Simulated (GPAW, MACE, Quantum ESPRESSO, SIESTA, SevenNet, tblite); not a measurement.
# SIESTA runs on amorphous Si0.4Ge0.6 (101 atoms), part 2 of 2

Aim: run amorphous Si0.4Ge0.6 (101 atoms) in SIESTA and see how near its forces come to a plane-wave reference, and at what cost.

Program: SIESTA 5.4.2; the method stands at each step. Banners, paths, timers and routine set-up lines are dropped from the logs unmarked, and long logs keep their key lines alone; longer cuts are marked. The potentials were converted by us to PSML.

So far. Step 3 (PBE, SZ, shift 0.01 Ry, mesh 300 Ry): Against the first run (26 %), the force difference from the reference is 77 %, at 0.22 times the CPU time (on 1 against 2 cores), with 709 basis functions against 1618: the smaller basis costs accuracy. Step 4 (BLYP, PBE potentials, DZP, shift 0.01 Ry, mesh 300 Ry): Against the first run (26 %), the force difference from the reference is 27 %, at 0.96 times the CPU time; the model has changed, so this is no error of the program alone.

**5. PBE, SZP, shift 0.01 Ry, mesh 300 Ry**

Method: Kohn-Sham DFT, PBE, PseudoDojo 0.4.1 norm-conserving pseudopotentials (converted to PSML), numerical atomic orbitals (SZP), diagonalisation.

input.fdf

```
SystemLabel cell
NumberOfAtoms 101
NumberOfSpecies 2
%block ChemicalSpeciesLabel
  1 14 Si
  2 32 Ge
%endblock ChemicalSpeciesLabel
LatticeConstant 1.0 Ang
%block LatticeVectors
  13.08230 0.00000 0.00000
  0.00000 13.08230 0.00000
  0.00000 0.00000 13.08230
%endblock LatticeVectors
PAO.BasisSize SZP
PAO.EnergyShift 0.01 Ry
XC.Functional GGA
XC.Authors PBE
MeshCutoff 300 Ry
%block kgrid_Monkhorst_Pack
  1 0 0 0.0
  0 1 0 0.0
  0 0 1 0.0
%endblock kgrid_Monkhorst_Pack
SolutionMethod diagon
OccupationFunction FD
ElectronicTemperature 580 K
SCF.Mixer.Method Pulay
SCF.Mixer.Weight 0.05
SCF.Mixer.History 8
SCF.Mix Hamiltonian
MaxSCFIterations 300
SCF.DM.Tolerance 1e-04
SCF.H.Tolerance 1.0e-3 eV
WriteForces T
Write.HirshfeldPop T
Write.VoronoiPop T
Write.DM F
Write.H F
XML.Write F
AtomicCoordinatesFormat Fractional
%block AtomicCoordinatesAndAtomicSpecies
[... 101 atom lines left out: the same atoms as in the first run ...]
%endblock AtomicCoordinatesAndAtomicSpecies
```

The run is started by

```bash
OMP_NUM_THREADS=1 siesta < input.fdf > output.txt
```

What it wrote:

```text
Version         : 5.4.2
reinit: System Name:
reinit: System Label: cell
initatom: Reading input for the pseudopotentials and atomic orbitals ----------
Species number:   1 Atomic number:   14 Label: Si
Species number:   2 Atomic number:   32 Label: Ge
Ground state valence configuration (from tables):   3s02  3p02  3d00  4f00
Ground state valence configuration (from tables):   4s02  4p02  4d00  4f00
---- Processing specs for species: Si
GGA--PBE XC_GGA_X_PBE--XC_GGA_C_PBE pb
---- Processing specs for species: Ge
GGA--PBE XC_GGA_X_PBE--XC_GGA_C_PBE pb
[... lines left out ...]
stepf: Fermi-Dirac step function
        iscf     Eharris(eV)        E_KS(eV)     FreeEng(eV)     dDmax    Ef(eV) dHmax(eV)
[... lines left out ...]
SCF Convergence by DM+H criterion
[... lines left out ...]
SCF cycle converged after 19 iterations
[... lines left out ...]
   Max    3.138785
[... lines left out ...]
   Max    3.138785    constrained
Stress tensor Voigt[x,y,z,yz,xz,xy] (kbar):      -42.33      -33.56      -42.39       -1.99       -1.97       12.90
[... lines left out ...]
siesta: FreeEng =   -152730.497885
[... lines left out ...]
siesta:       Ion-ion =  -60913.439664
siesta:         Total = -152730.167480
siesta:         Fermi =      -4.066046
siesta: Stress tensor (static) (eV/Ang**3):
siesta:    -0.026422    0.008054   -0.001232
siesta:     0.008054   -0.020945   -0.001240
siesta:    -0.001232   -0.001240   -0.026458
siesta: Cell volume =       2238.990816 Ang**3
siesta: Pressure (static):
siesta:                Solid            Molecule  Units
siesta:           0.00026802          0.00026375  Ry/Bohr**3
siesta:           0.02460836          0.02421668  eV/Ang**3
siesta:          39.42694677         38.79939204  kBar
    Orbital volume contribution        =          65.018502 eV
    (Free)E + p_basis*V_orbitals       =     -152665.479383 eV
    (Free)Eharris+ p_basis*V_orbitals  =     -152665.479387 eV
Hirshfeld Atomic Populations:
Atom #   charge [q] valence [e]  Species
     1    -0.006309    4.006309  Si
     2    -0.024185    4.024185  Si
     3    -0.032004    4.032004  Si
[...]
41     0.028791   13.971209  Ge
    42     0.029942   13.970058  Ge
    43     0.027527   13.972473  Ge
[...]
--------------------
 Total     0.000021
Voronoi Atomic Populations:
Atom #   charge [q] valence [e]  Species
[...]
39     0.002000    3.998000  Si
    40    -0.007171    4.007171  Si
[...]
100     0.033237   13.966763  Ge
   101     0.028658   13.971342  Ge
--------------------
 Total     0.000021
```

The job ended after 7.9 min (1 thread of Arm Neoverse V1, shared host; peak memory 1.9 GiB).

Numbers from this run, and their distance from the reference:

```
r.m.s. force component                  : 0.7381 eV/Å
r.m.s. difference of force components   : 263.1 meV/Å
longest difference of force vectors     : 885.1 meV/Å
force difference over r.m.s. force      : 49.28 %
slope of forces against the reference's : 1.334
correlation of force components         : 0.965
pressure                                : 3.943 GPa
pressure difference                     : 3.654 GPa
```

This is a coarse setting, run to see what it loses.

Against the first run (26 %), the force difference from the reference is 49 %, at 0.66 times the CPU time (on 1 against 2 cores), with 1214 basis functions against 1618: the smaller basis costs accuracy.

**6. PBE, TZP, shift 0.01 Ry, mesh 300 Ry**

Method: Kohn-Sham DFT, PBE, PseudoDojo 0.4.1 norm-conserving pseudopotentials (converted to PSML), numerical atomic orbitals (TZP), diagonalisation.

input.fdf, as its differences from that of step 5:

```diff
@@ -13,3 +13,3 @@
 %endblock LatticeVectors
-PAO.BasisSize SZP
+PAO.BasisSize TZP
 PAO.EnergyShift 0.01 Ry
```

The run is started by

```bash
OMP_NUM_THREADS=1 mpirun -np 2 siesta < input.fdf > output.txt
```

What it wrote:

```text
Version         : 5.4.2
reinit: System Name:
reinit: System Label: cell
initatom: Reading input for the pseudopotentials and atomic orbitals ----------
Species number:   1 Atomic number:   14 Label: Si
Species number:   2 Atomic number:   32 Label: Ge
Ground state valence configuration (from tables):   3s02  3p02  3d00  4f00
Ground state valence configuration (from tables):   4s02  4p02  4d00  4f00
---- Processing specs for species: Si
GGA--PBE XC_GGA_X_PBE--XC_GGA_C_PBE pb
---- Processing specs for species: Ge
GGA--PBE XC_GGA_X_PBE--XC_GGA_C_PBE pb
[... lines left out ...]
stepf: Fermi-Dirac step function
        iscf     Eharris(eV)        E_KS(eV)     FreeEng(eV)     dDmax    Ef(eV) dHmax(eV)
[... lines left out ...]
SCF Convergence by DM+H criterion
[... lines left out ...]
SCF cycle converged after 21 iterations
[... lines left out ...]
   Max    2.681308
[... lines left out ...]
   Max    2.681308    constrained
Stress tensor Voigt[x,y,z,yz,xz,xy] (kbar):      -15.89       -9.57      -17.67       -2.35       -2.23       10.65
[... lines left out ...]
siesta: FreeEng =   -152763.608415
[... lines left out ...]
siesta:       Ion-ion =  -60913.439664
siesta:         Total = -152763.278358
siesta:         Fermi =      -4.010294
siesta: Stress tensor (static) (eV/Ang**3):
siesta:    -0.009916    0.006645   -0.001391
siesta:     0.006645   -0.005973   -0.001468
siesta:    -0.001391   -0.001468   -0.011030
siesta: Cell volume =       2238.990816 Ang**3
siesta: Pressure (static):
siesta:                Solid            Molecule  Units
siesta:           0.00009773          0.00011298  Ry/Bohr**3
siesta:           0.00897317          0.01037328  eV/Ang**3
siesta:          14.37660110         16.61982803  kBar
    Orbital volume contribution        =          99.237759 eV
    (Free)E + p_basis*V_orbitals       =     -152664.370656 eV
    (Free)Eharris+ p_basis*V_orbitals  =     -152664.370657 eV
Hirshfeld Atomic Populations:
Atom #   charge [q] valence [e]  Species
     1    -0.003893    4.003893  Si
     2    -0.016315    4.016315  Si
     3    -0.029590    4.029590  Si
[...]
41     0.022933   13.977067  Ge
    42     0.026098   13.973902  Ge
    43     0.025883   13.974117  Ge
[...]
--------------------
 Total     0.000081
Voronoi Atomic Populations:
Atom #   charge [q] valence [e]  Species
[...]
39     0.011067    3.988933  Si
    40    -0.003868    4.003868  Si
[...]
100     0.032095   13.967905  Ge
   101     0.023148   13.976852  Ge
--------------------
 Total     0.000081
```

Elapsed: 8.3 min, on 2 MPI ranks; peak memory 2.8 GiB.

Compared with the plane-wave run:

```
r.m.s. force component                  : 0.6073 eV/Å
r.m.s. difference of force components   : 126.9 meV/Å
longest difference of force vectors     : 415.8 meV/Å
force difference over r.m.s. force      : 23.76 %
slope of forces against the reference's : 1.119
correlation of force components         : 0.9835
pressure                                : 1.438 GPa
pressure difference                     : 1.149 GPa
```

Against the first run (26 %), the force difference from the reference is 24 %, at 1.4 times the CPU time, with 2022 basis functions against 1618.

The run ends at a pressure of 1.44 GPa, with forces up to 2.7 eV/Å.

**7. The ladder**

Differences are against the plane-wave reference, forces as r.m.s. over components; share is that over the reference's r.m.s. force, slope the least-squares factor from reference forces to these. Total energies of different programs have different zeros and aren't compared.

```csv
run,"Δ force, r.m.s. (meV/Å)",share (%),slope,Δ pressure (GPa),cores,CPU time,memory (GiB)
reference,-,-,-,-,4,40 min,6.8
"SIESTA PBE, DZP, shift 0.01 Ry, mesh 300 Ry",139,26.1,1.129,1.45,2,12 min,2.4
"SIESTA PBE, SZ, shift 0.01 Ry, mesh 300 Ry (coarse)",411,76.9,1.442,8.63,1,2.6 min,1.0
"SIESTA BLYP, PBE potentials, DZP, shift 0.01 Ry, mesh 300 Ry",142,26.6,1.103,5.38,2,11 min,2.4
"SIESTA PBE, SZP, shift 0.01 Ry, mesh 300 Ry (coarse)",263,49.3,1.334,3.65,1,7.9 min,1.9
"SIESTA PBE, TZP, shift 0.01 Ry, mesh 300 Ry",127,23.8,1.119,1.15,2,17 min,2.8
```

Rows marked coarse were listed beforehand as settings not expected to be converged; some can still land near the reference.

CPU time is summed over cores on a shared host, where runs went side by side, so it is rough. Symmetry, cutoffs, thresholds, outputs and thread counts weren't matched or tuned between programs; memory under MPI is the largest rank's times the ranks.

Mean charges by element (e), by run and scheme:

```csv
run,scheme,Si,Ge
"SIESTA PBE, DZP, shift 0.01 Ry, mesh 300 Ry",Hirshfeld,-0.03,+0.02
"SIESTA BLYP, PBE potentials, DZP, shift 0.01 Ry, mesh 300 Ry",Hirshfeld,-0.03,+0.02
"SIESTA PBE, TZP, shift 0.01 Ry, mesh 300 Ry",Hirshfeld,-0.03,+0.02
```

**8. Results**

| Property | Result |
| --- | --- |
| nearest in forces | SIESTA PBE, TZP, shift 0.01 Ry, mesh 300 Ry, 24 % |
| its CPU time | 17 min |

In words: The PBE runs in local orbitals, coarse settings apart, differ by 24 % (SIESTA PBE, TZP, shift 0.01 Ry, mesh 300 Ry) to 26 % (SIESTA PBE, DZP, shift 0.01 Ry, mesh 300 Ry); basis, grid and potentials can all enter. Rows with another functional or a dispersion term differ by 27 % (SIESTA BLYP, PBE potentials, DZP, shift 0.01 Ry, mesh 300 Ry), which mixes the change of model with differences of basis and potentials, some of them made for another functional. Runs with settings chosen to be coarse differ by 49 % (SIESTA PBE, SZP, shift 0.01 Ry, mesh 300 Ry) to 77 % (SIESTA PBE, SZ, shift 0.01 Ry, mesh 300 Ry), their programs' other errors included. Of the electronic-structure runs that take under half the reference's CPU time, SIESTA PBE, TZP, shift 0.01 Ry, mesh 300 Ry comes nearest, at 24 % in 17 min against 40 min. SIESTA PBE, SZP, shift 0.01 Ry, mesh 300 Ry stiffens the forces by a factor of 1.33 while following their directions (correlation 0.965); the slopes of the 5 SIESTA runs lie between 1.10 and 1.44. In pressure, SIESTA PBE, SZ, shift 0.01 Ry, mesh 300 Ry misses by +8.6 GPa, at the same functional. The mean charges agree among these rows within 0.01 e. The reference's pressure holds the uncorrected Pulay stress of its 45 Ry basis, so small pressure differences, and their order, may be the reference's own error. The quench rate of 500 K/ps is many orders above laboratory rates, so the cell is likely richer in defects and strain than a real sample. The network of bonds at the start is that of the classical potential that made the cell, and needn't be the one that DFT or experiment would give. The electronic-structure runs sample only Γ, in a cell whose shortest periodic width is 13 Å, which is coarse for a cell with partly filled levels.

[Also dropped from logs without a mark: logging warnings of Python, and SIESTA's first energy breakdown and zero terms.]

[Logs are printed without paths, hosts, clocks, repeated set-up lines and the standing remarks that a program may print on its own settings, such as how far it seeks lower states.]

[Hosts, paths, dates, database ids (printed as entryN), source tags and the programs' standing remarks are cut or masked in the printed files.]
